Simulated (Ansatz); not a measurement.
# K2C2SN2O: complex band structure, part 2 of 3

Wanted: the relaxed cell of K2C2SN2O, its band edges and its decay constants. It is built by putting S for part of the O in the KCNO structure of space group Ima2, with the volume rescaled by atomic radii. The parent structure comes from the Materials Project.

Ansatz 0.2.0; PBEsol DFT, plane waves, PAW files (the session's first sound run).

So far. Step 2 (Cell and atoms at rest): The largest force component on a free atom ends at 0.013 eV/Å.

The structure was built from a prototype and need not be the compound's stable phase.

## (3) Band edges

The energy window and the wavevectors of the next steps follow from the band edges, so these are searched first, off the mesh as well.

Contents of input.yaml:

```yaml
crystal:
  lattice:
    - [-3.7038672296, 3.1256758546, 3.1816248382]
    - [3.7038672296, -3.215032246, 3.270546452]
    - [3.7038672296, 3.215032246, -3.270546452]
  atoms:
    - { symbol: K, position: [0.3020101445, 0.2745818979, 0.0189331714] }
    - { symbol: K, position: [0.3020101445, 0.7830769731, 0.5274282466] }
    - { symbol: C, position: [0.6900860636, 0.4742783057, 0.7158077579] }
    - { symbol: C, position: [0.7443222982, 0.9914369648, 0.2528853334] }
    - { symbol: "N", position: [0.424226692, 0.3448196327, 0.5794070593] }
    - { symbol: "N", position: [0.7418782064, 0.8596825007, 0.3821957057] }
    - { symbol: S, position: [0.0559821228, 0.6498248684, 0.9061572544] }
    - { symbol: O, position: [0.7394853279, 0.1222998568, 0.1171854712] }
kpoints:
  mp_grid: { grid: [6, 6, 6] }
  band_path: { path: [VBM, CBM], npoints: 30 }
scf:
  occupations: { method: fixed }
hamiltonian:
  xc: pbesol
output:
  eigenvalues: true
  write_potential: true
  write_density: true
  volumetric_format: npy
  elf: true
```

Launch:

```
ansatz run input.yaml --threads 2 --pin off --max-ram 4096MiB --backend cpu --events-out ev --progress --plain --runs-dir out
```

Numbers of over 12 decimals in the logs are rounded to 6 here.

The log of the run:

```text
[...]
Crystal: 8 atoms, lattice volume = 151.501 Å³
Basis set: ecut = 420 eV, 2947 PW (Γ)
Bands: 32, of which v1, the nominal top of the filled ones, is band 24 counted from 1 (23 counted from 0)
Symmetry: 2 space group operations
[...]
k-points: 68 of 216 (time reversal used)
[...]
SCF iter   1: F=—  HF=-5730.941619 eV  |F-HF|=—  |Δ(HF+E_count)|=         —  Δρ=6.00e-3  dr2=5.47e-2  ethr=1.77e-3  ⟨swp⟩=4.5  Hψ=8899  notcnv=0  defer=357
[...]
SCF iter   9: F=-5730.929041 eV  HF=-5730.929041 eV  |F-HF|=3.01e-8  |Δ(HF+E_count)|=   6.47e-8  Δρ=2.93e-6  dr2=1.55e-8  ethr=2.08e-10  ⟨swp⟩=12.0  Hψ=10102  notcnv=0
SCF 1 converged in 9 iterations: F = -5730.929041 eV  dr2 = 1.55e-8
[...]
NSCF: frozen V_eff on 68 k-points
[...]
SCF converged after 9 iterations
Free energy (F): -5730.929041 eV
[...]
Internal energy: -5730.929041 eV  (E = F + TS)
E sigma→0 (E₀):  -5730.929041 eV
Fermi energy:    2.167940 eV
[...]
--- Band table (eV; the first three rows and the last of 68) ---
  k-point 0: bands = [... 20 lower, 1.2847, 1.5212, 1.5794, 2.0564, 6.6205, 7.4878, 7.7437, 8.5923, ... 4 higher]
  k-point 1: bands = [... 20 lower, 1.2861, 1.5233, 1.6069, 2.0097, 6.8821, 7.3971, 7.5847, 8.4891, ... 4 higher]
  k-point 2: bands = [... 20 lower, 1.3394, 1.5507, 1.6543, 1.8642, 7.1247, 7.3455, 7.6692, 8.3365, ... 4 higher]
  k-point 67: bands = [... 20 lower, 0.7766, 1.6173, 1.9404, 2.1679, 6.6050, 7.0794, 7.7605, 8.3506, ... 4 higher]
```

Elapsed: 17 s, on 2 threads of AMD EPYC 9R45, shared host; peak memory 0.62 GiB.

This step gave:

```yaml
free_energy: -5730.9290 eV
fermi_energy: 2.168 eV
gap_on_the_k_mesh: 4.437 eV
gap_on_path: 4.437 eV, by band count; negative where bands overlap
direct_gap_on_path: 4.437 eV
edge_places_on_path: 0, 0 1/A along the path
```

Levels at VBM (eV): -6.30, -5.64, -4.78, -4.63, -3.82, -3.57, -2.99, -2.81, -1.39, -0.55, -0.23, 0.00, 4.44, 4.91, 5.59, 6.18, 6.69, 6.96, 7.75, 7.91.

Valence density in the ac plane of the conventional cell at fractional y = 0.000, with atoms of C and N and S and O within 0.2 Å of it. It is the smooth field of the valence electrons, not physical close to the nuclei.

Ten even steps from '0' (0.0 e/Å³) to '9' (6.7 e/Å³), each cell a mean:
```
0000000000000278410000000
1100111000001353100001111
2211111000002331000013432
2221011000012210000145543
2210010000122100000355432
1111100001232100001232211
1111000002431000000111100
0100000024520000000000000
0000000145310000000000000
0000001354100000000000000
0000001321000000000000000
0000001100000000000000000
0000000000000000000000000
0000000000000000000000000
0000000000000000221000000
0000000000000014751000000
0000000000000049930000000
```
Columns run along a (8.9 Å), rows up along c (6.3 Å), edges of the conventional cell, whose origin can differ from the input's. Atoms in or near the plane, at fractional coordinates: C at (0.97, 0.76), C at (0.49, 0.74), N at (0.84, 0.77), N at (0.36, 0.48), S at (0.15, 0.74), O at (0.62, 0.01).

ELF in the ac plane of the conventional cell at fractional y = 0.000, with atoms of C and N and S and O within 0.2 Å of it. It is the smooth field of the valence electrons, not physical close to the nuclei.

Ten even steps from '_' (0.01) to '@' (0.91), each cell a mean:
```
##**++++++##@@@@@@++__..++%%**++####--__::**%%%%##
##########%%@@@@##::__--**%%####**--__::##@@%%%%%%
==##%%##++##@@%%==__..++######**--__..%%@@%%**%%##
==@@##::..++%%**....==++----++==....##@@%%::++%%::
%%%%==__--####::..==**--..++**::__==@@@@++++%%==::
%%##++**%%##--..==##%%**####==__::%%@@%%##%%##++##
##%%@@@@%%==__--##%%%%%%%%**::__==%%@@%%##%%######
%%@@@@%%==..::**##++++%%##--__..==####******++++**
@@@@##--__::**%%==::**%%**..__..--====----::::==##
##++::__..**@@%%++##@@##--________....______..==**
::..____==%%@@@@@@@@%%==______________________::--
______..**@@@@@@@@##--____________________________
______..++%%%%##++::____________..--==--::________
______..::----..______________--**##%%##==________
________________....______..==%%@@@@@@##==________
::..________::==++==..____==%%@@%%@@@@**..____..::
====--::::==##%%%%**..__--##%%++**%%##--__..==++++
```
Columns run along a (8.9 Å), rows up along c (6.3 Å), edges of the conventional cell, whose origin can differ from the input's. Atoms in or near the plane, at fractional coordinates: C at (0.97, 0.76), C at (0.49, 0.74), N at (0.84, 0.77), N at (0.36, 0.48), S at (0.15, 0.74), O at (0.62, 0.01).

Electrostatic potential energy in the ac plane of the conventional cell at fractional y = 0.000, with atoms of C and N and S and O within 0.2 Å of it. With pseudopotentials it is smooth inside the atoms' cores, unlike the true potential.

Values in eV, 9 rows by 16 columns, each cell a mean:
```
 -3  -2   0  -9  -6   4   7   6 -14 -42 -18   6   8   6  -3  -1
-47 -19 -28 -33 -13   5   5 -14 -45 -21   5   8   2 -36 -47 -39
-27 -33 -28 -21   2   5 -11 -53 -38   0   8   6 -27 -47 -41 -52
-11 -22 -10   4   7  -2 -33 -25   4   8   8   5  -4  -2  -8  -4
  4   5   6   7  -3 -48 -46  -1   8   8   7   7   7   6   6   6
  6   6   7   7 -15 -25   0   8   7   6   6   7   8   8   8   7
  6   7   8   8   7   8   8   6   5   6   7   8   8   8   7   6
  7   8   8   9   8   8   7   6   6   6  -3  -5   7   8   7   6
  7   7   7   7   6   6   6   7   5 -23 -43 -12   8   8   7   7
```
Columns run along a (8.9 Å; values clipped at the 3rd and 97th percentile), rows up along c (6.3 Å), edges of the conventional cell, whose origin can differ from the input's. Atoms in or near the plane, at fractional coordinates: C at (0.97, 0.76), C at (0.49, 0.74), N at (0.84, 0.77), N at (0.36, 0.48), S at (0.15, 0.74), O at (0.62, 0.01).

The searched edges give 4.44 eV, as on the mesh.

## (4) Complex bands, plane (010)

This step: PBEsol DFT, plane waves, PAW files; complex bands by layer matching along the plane's normal (Ansatz 0.2.0).

The same crystal is laid in a cell whose first two vectors span the (010) plane (indices of the standard conventional cell, whose axes can be ordered otherwise than in the bulk input). At fixed energy and wavevector in the plane the solver finds all kz, real and complex. A few wavevectors are listed, (0, 0) and (0.5, 0) in units of the plane's reciprocal vectors; the slowest state needn't be among them.

Contents of input.yaml:

```yaml
crystal:
  lattice:
    - [6.452790011, 0.0, 0.0]
    - [-0.176717401, 6.338868766, 0.0]
    - [3.138036305, 3.169434383, 3.70386723]
  atoms:
    - { symbol: K, position: [0.2745818979, 0.0189331714, 0.0084950752] }
    - { symbol: K, position: [0.7830769731, 0.5274282466, 0.9915049248] }
    - { symbol: C, position: [0.4742783057, 0.7158077579, 0.5] }
    - { symbol: C, position: [0.9914369648, 0.2528853334, 0.5] }
    - { symbol: "N", position: [0.3448196327, 0.5794070593, 0.5] }
    - { symbol: "N", position: [0.8596825007, 0.3821957057, 0.5] }
    - { symbol: S, position: [0.6498248684, 0.9061572544, 0.5] }
    - { symbol: O, position: [0.1222998568, 0.1171854711, 0.5] }
kpoints:
  mp_grid: { grid: [6, 6, 6] }
scf:
  occupations: { method: fixed }
hamiltonian:
  xc: pbesol
output:
  eigenvalues: true
  transmission:
    leads: [[0, 0]]
    kpoints: [[0.0, 0.0], [0.5, 0.0]]
    e_range: [-1.0, 5.44]
    de: 0.13
```

The log of the run:

```text
[...]
Crystal: 8 atoms, lattice volume = 151.501 Å³
Basis set: ecut = 420 eV, 2947 PW (Γ)
Bands: 32, of which v1, the nominal top of the filled ones, is band 24 counted from 1 (23 counted from 0)
Symmetry: 2 space group operations
[...]
k-points: 68 of 216 (time reversal used)
[...]
SCF iter   1: F=—  HF=-5730.941500 eV  |F-HF|=—  |Δ(HF+E_count)|=         —  Δρ=6.01e-3  dr2=5.48e-2  ethr=1.77e-3  ⟨swp⟩=4.5  Hψ=8869  notcnv=0  defer=358
[...]
SCF iter   9: F=-5730.929032 eV  HF=-5730.929032 eV  |F-HF|=3.01e-8  |Δ(HF+E_count)|=   6.61e-8  Δρ=2.94e-6  dr2=1.54e-8  ethr=2.08e-10  ⟨swp⟩=12.0  Hψ=10044  notcnv=0
SCF 1 converged in 9 iterations: F = -5730.929032 eV  dr2 = 1.54e-8
[...]
transmission: 5 of 10 steps passed
transmission: 10 of 10 steps passed
SCF converged after 9 iterations
Free energy (F): -5730.929032 eV
[...]
Internal energy: -5730.929032 eV  (E = F + TS)
E sigma→0 (E₀):  -5730.929032 eV
Fermi energy:    2.167929 eV
[...]
--- Band table (eV; the first three rows and the last of 68) ---
  k-point 0: bands = [... 20 lower, 1.2847, 1.5212, 1.5794, 2.0563, 6.6204, 7.4877, 7.7437, 8.5923, ... 4 higher]
  k-point 1: bands = [... 20 lower, 1.1593, 1.5725, 1.6229, 2.0832, 6.9949, 7.3556, 7.4782, 8.5674, ... 4 higher]
  k-point 2: bands = [... 20 lower, 0.9056, 1.5982, 1.8272, 2.1401, 6.7550, 7.1767, 7.8990, 8.3252, ... 4 higher]
  k-point 67: bands = [... 20 lower, 1.4001, 1.5367, 1.7580, 1.9660, 7.0995, 7.2367, 7.4848, 8.0100, ... 4 higher]
--- Transmission ---
  basis      : 357 plane waves across, 5 finite elements along
  points     : 2, as listed
  energies   : 50 from -1.000000 to 5.370000 eV about the Fermi level, 0.130000 eV apart; the leads are filled to 2.218527 eV, and channels, transmission and decay are at 2.250000 eV
  crystal 0  : K2C2N2S1O1, at the sites [0, 0], period 3.7039 Å: whole cells are its period
    offset         : up to 0.0000 Å between an atom of the period and one for which it stands
    channels       : 0.000000e0 a spin
    conductance    : none, the energies end too early or step too widely for 300 K: set another output.transmission.e_range or a lower de, or, where they end at an eighth of basis.ecutwfc, a higher one
    slowest decay  : 0.4628 /Å at (0.0000, 0.0000)
```

Elapsed: 36 s, on 2 threads; peak memory 1.3 GiB; 71 s of CPU time.

Numbers from this step:

```
level to which the leads are filled                       : 2.219 eV from the Fermi level
decay constant at the filling level, zone centre          : 0.4628 Å⁻¹
decay constant at the filling level, slowest listed point : 0.4628 Å⁻¹
```

K parallel (0, 0); values up to 1.5 1/Å, a degenerate pair printed once or twice; energies at which all values exceed this have no row. Table of Im kz of the slowest decaying states by energy, zero at the highest filled level on the SCF mesh:

| energy (eV) | decay 1 (Å⁻¹) | decay 2 (Å⁻¹) | decay 3 (Å⁻¹) | decay 4 (Å⁻¹) |
| --- | --- | --- | --- | --- |
| -1.00 | 0.513 | 0.579 | 0.802 | 0.923 |
| -0.74 | 0.243 | 0.311 | 0.475 | 0.830 |
| -0.48 | 0.403 | 0.410 | 0.457 | 0.677 |
| -0.22 | 0.0706 | 0.472 | 0.479 | 0.637 |
| 0.04 | 0.329 | 0.498 | 0.572 | 0.702 |
| 0.30 | 0.482 | 0.508 | 0.635 | 0.688 |
| 0.56 | 0.512 | 0.543 | 0.682 | 0.759 |
| 0.82 | 0.512 | 0.589 | 0.722 | 0.757 |
| 1.08 | 0.509 | 0.640 | 0.702 | 0.759 |
| 1.34 | 0.503 | 0.665 | 0.785 | 0.831 |
| 1.60 | 0.495 | 0.654 | 0.786 | 0.839 |
| 1.86 | 0.484 | 0.641 | 0.785 | 0.843 |
| 2.12 | 0.470 | 0.626 | 0.782 | 0.844 |
| 2.25 | 0.463 | 0.617 | 0.761 | 0.798 |
| 2.51 | 0.445 | 0.596 | 0.734 | 0.814 |
| 2.77 | 0.424 | 0.573 | 0.710 | 0.824 |
| 3.03 | 0.400 | 0.545 | 0.687 | 0.820 |
| 3.29 | 0.371 | 0.513 | 0.663 | 0.783 |
| 3.55 | 0.335 | 0.475 | 0.639 | 0.742 |
| 3.81 | 0.291 | 0.428 | 0.613 | 0.692 |
| 4.07 | 0.232 | 0.367 | 0.586 | 0.631 |
| 4.33 | 0.136 | 0.270 | 0.552 | 0.558 |
| 4.59 | 0.317 | 0.437 | 0.527 | 0.686 |
| 4.85 | 0.206 | 0.304 | 0.494 | 0.658 |
| 5.11 | 0.0764 | 0.266 | 0.458 | 0.628 |
| 5.37 | 0.186 | 0.197 | 0.417 | 0.597 |

K parallel (0.5, 0); values up to 1.5 1/Å, a degenerate pair printed once or twice; energies at which all values exceed this have no row. The Im kz of the slowest decaying states by energy, zero at the highest filled level on the SCF mesh:

| energy (eV) | decay 1 (Å⁻¹) | decay 2 (Å⁻¹) | decay 3 (Å⁻¹) | decay 4 (Å⁻¹) |
| --- | --- | --- | --- | --- |
| -1.000 | 0.376 | 0.738 | 0.738 | 0.947 |
| -0.480 | 0.265 | 0.687 | 0.732 | 1.07 |
| 0.040 | 0.551 | 0.601 | 0.682 | 1.05 |
| 0.560 | 0.599 | 0.642 | 0.755 | 1.02 |
| 0.950 | 0.597 | 0.671 | 0.778 | 0.939 |
| 1.470 | 0.588 | 0.685 | 0.791 | 0.874 |
| 1.990 | 0.572 | 0.681 | 0.792 | 0.819 |
| 2.510 | 0.550 | 0.663 | 0.768 | 0.785 |
| 3.030 | 0.520 | 0.630 | 0.715 | 0.770 |
| 3.550 | 0.480 | 0.579 | 0.579 | 0.658 |
| 3.940 | 0.442 | 0.522 | 0.609 | 0.727 |
| 4.460 | 0.371 | 0.389 | 0.532 | 0.690 |
| 4.980 | 0.229 | 0.432 | 0.640 | 0.734 |

At the listed wavevectors the last open channel is at -0.09 eV and the next at +4.46 eV on the grid. At +2.25 eV, the grid energy nearest the filling level (the middle of the gap on the SCF mesh), the slowest state at the listed wavevectors decays with κ = 0.463 Å⁻¹, its amplitude falling by e over 2.2 Å. Through 1 nm of this crystal that state's transmission falls by exp(−2 × 0.463 Å⁻¹ × 10 Å) = 9.6e-5.

## (5) Complex bands, plane (001)

The same for the (001) plane, at (0, 0) and (-0.5, -0.5), to see how the decay depends on direction.

Contents of input.yaml:

```yaml
crystal:
  lattice:
    - [5.797518315, 0.0, 0.0]
    - [1.064930436, 5.698871974, 0.0]
    - [2.427786313, -2.798370081, 4.585468068]
  atoms:
    - { symbol: K, position: [0.0189331714, 0.2830769731, 0.2556487265] }
    - { symbol: K, position: [0.5274282466, 0.7745818979, 0.2556487265] }
    - { symbol: C, position: [0.7158077579, 0.9742783057, 0.7584705478] }
    - { symbol: C, position: [0.2528853334, 0.4914369648, 0.7385516314] }
    - { symbol: "N", position: [0.5794070593, 0.8448196327, 0.7654125734] }
    - { symbol: "N", position: [0.3821957057, 0.3596825007, 0.477486795] }
    - { symbol: S, position: [0.9061572544, 0.1498248684, 0.743667614] }
    - { symbol: O, position: [0.1171854711, 0.6222998568, 0.0051143856] }
kpoints:
  mp_grid: { grid: [6, 6, 6] }
scf:
  occupations: { method: fixed }
hamiltonian:
  xc: pbesol
output:
  eigenvalues: true
  transmission:
    leads: [[0, 0]]
    kpoints: [[0.0, 0.0], [-0.5, -0.5]]
    e_range: [-1.0, 5.44]
    de: 0.13
```

The log of the run:

```text
[...]
Crystal: 8 atoms, lattice volume = 151.501 Å³
Basis set: ecut = 420 eV, 2947 PW (Γ)
Bands: 32, of which v1, the nominal top of the filled ones, is band 24 counted from 1 (23 counted from 0)
Symmetry: 2 space group operations
[...]
k-points: 68 of 216 (time reversal used)
[...]
SCF iter   1: F=—  HF=-5730.941618 eV  |F-HF|=—  |Δ(HF+E_count)|=         —  Δρ=6.00e-3  dr2=5.47e-2  ethr=1.77e-3  ⟨swp⟩=4.5  Hψ=8869  notcnv=0  defer=359
[...]
SCF iter   9: F=-5730.929040 eV  HF=-5730.929040 eV  |F-HF|=2.85e-8  |Δ(HF+E_count)|=   3.94e-8  Δρ=2.93e-6  dr2=1.47e-8  ethr=2.08e-10  ⟨swp⟩=10.0  Hψ=11577  notcnv=0
SCF 1 converged in 9 iterations: F = -5730.929040 eV  dr2 = 1.47e-8
[...]
transmission: 6 of 12 steps passed
transmission: 12 of 12 steps passed
SCF converged after 9 iterations
Free energy (F): -5730.929040 eV
[...]
Internal energy: -5730.929040 eV  (E = F + TS)
E sigma→0 (E₀):  -5730.929040 eV
Fermi energy:    2.167938 eV
[...]
--- Band table (eV; the first three rows and the last of 68) ---
  k-point 0: bands = [... 20 lower, 1.2847, 1.5212, 1.5794, 2.0564, 6.6204, 7.4878, 7.7437, 8.5923, ... 4 higher]
  k-point 1: bands = [... 20 lower, 1.3059, 1.4624, 1.5889, 1.9835, 6.8300, 7.2743, 7.6993, 8.5499, ... 4 higher]
  k-point 2: bands = [... 20 lower, 1.3229, 1.3545, 1.6330, 1.8510, 6.7532, 7.5112, 7.6130, 8.5207, ... 4 higher]
  k-point 67: bands = [... 20 lower, 0.7766, 1.6173, 1.9404, 2.1679, 6.6050, 7.0794, 7.7605, 8.3505, ... 4 higher]
--- Transmission ---
  basis      : 287 plane waves across, 6 finite elements along
  points     : 2, as listed
[...]
crystal 0  : K2N2C2S1O1, at the sites [0, 0], period 4.5855 Å: whole cells are its period
[...]
channels       : 0.000000e0 a spin
[...]
slowest decay  : 0.4531 /Å at (-0.5000, -0.5000)
```

Run time: 26 s. Hardware: 2 threads; peak memory 1.1 GiB.

This step gave:

- decay constant at the filling level, zone centre: 0.4866 Å⁻¹
- decay constant at the filling level, slowest listed point: 0.4531 Å⁻¹

K parallel (0, 0); values up to 1.5 1/Å, a degenerate pair printed once or twice; energies at which all values exceed this have no row. The Im kz of the slowest decaying states by energy, zero at the highest filled level on the SCF mesh:

| energy (eV) | decay 1 (Å⁻¹) | decay 2 (Å⁻¹) | decay 3 (Å⁻¹) | decay 4 (Å⁻¹) |
| --- | --- | --- | --- | --- |
| -1.00 | 0.231 | 0.484 | 0.586 | 0.646 |
| -0.74 | 0.243 | 0.436 | 0.548 | 0.584 |
| -0.35 | 0.370 | 0.464 | 0.517 | 0.583 |
| -0.09 | 0.116 | 0.475 | 0.556 | 0.601 |
| 0.04 | 0.279 | 0.511 | 0.571 | 0.610 |
| 0.30 | 0.400 | 0.568 | 0.593 | 0.629 |
| 0.56 | 0.455 | 0.610 | 0.611 | 0.647 |
| 0.95 | 0.493 | 0.632 | 0.661 | 0.673 |
| 1.21 | 0.503 | 0.648 | 0.687 | 0.688 |
| 1.60 | 0.505 | 0.672 | 0.704 | 0.723 |
| 1.86 | 0.501 | 0.660 | 0.712 | 0.743 |
| 2.12 | 0.492 | 0.646 | 0.718 | 0.762 |
| 2.51 | 0.472 | 0.621 | 0.723 | 0.778 |
| 2.77 | 0.454 | 0.600 | 0.724 | 0.761 |
| 3.16 | 0.417 | 0.563 | 0.723 | 0.735 |
| 3.42 | 0.385 | 0.533 | 0.716 | 0.725 |
| 3.81 | 0.320 | 0.475 | 0.685 | 0.706 |
| 4.07 | 0.256 | 0.386 | 0.458 | 0.663 |
| 4.46 | 0.458 | 0.615 | 0.627 | 0.640 |
| 4.72 | 0.0243 | 0.437 | 0.561 | 0.601 |
| 5.11 | 0.378 | 0.433 | 0.559 | 0.559 |
| 5.37 | 0.0861 | 0.171 | 0.303 | 0.525 |

K parallel (-0.5, -0.5); values up to 1.5 1/Å, a degenerate pair printed once or twice; energies at which all values exceed this have no row. Im kz of the slowest decaying states against energy, zero at the highest filled level on the SCF mesh:

| energy (eV) | decay 1 (Å⁻¹) | decay 2 (Å⁻¹) | decay 3 (Å⁻¹) | decay 4 (Å⁻¹) |
| --- | --- | --- | --- | --- |
| -1.000 | 0.385 | 0.432 | 0.593 | 0.689 |
| -0.480 | 0.154 | 0.210 | 0.625 | 0.780 |
| 0.040 | 0.124 | 0.316 | 0.514 | 0.647 |
| 0.560 | 0.389 | 0.389 | 0.631 | 0.660 |
| 0.950 | 0.421 | 0.460 | 0.663 | 0.665 |
| 1.470 | 0.444 | 0.513 | 0.668 | 0.680 |
| 1.990 | 0.453 | 0.541 | 0.664 | 0.680 |
| 2.510 | 0.450 | 0.554 | 0.656 | 0.669 |
| 3.030 | 0.435 | 0.555 | 0.602 | 0.642 |
| 3.550 | 0.409 | 0.508 | 0.547 | 0.620 |
| 3.940 | 0.379 | 0.404 | 0.536 | 0.593 |
| 4.460 | 0.318 | 0.490 | 0.517 | 0.548 |
| 4.980 | 0.129 | 0.196 | 0.339 | 0.493 |

At the listed wavevectors the last open channel is at -0.09 eV and the next at +4.46 eV on the grid. At +2.25 eV, the grid energy nearest the filling level (the middle of the gap on the SCF mesh), the slowest state at the listed wavevectors decays with κ = 0.453 Å⁻¹, its amplitude falling by e over 2.2 Å; the first such run, plane (010), gave 0.463 Å⁻¹.

(Continued in part 3 of 3.)

[Logs are printed without paths, hosts, clocks, repeated set-up lines and the standing remarks that a program may print on its own settings, such as how far it seeks lower states.]

[Hosts, paths, dates, database ids (printed as entryN), source tags and the programs' standing remarks are cut or masked in the printed files.]
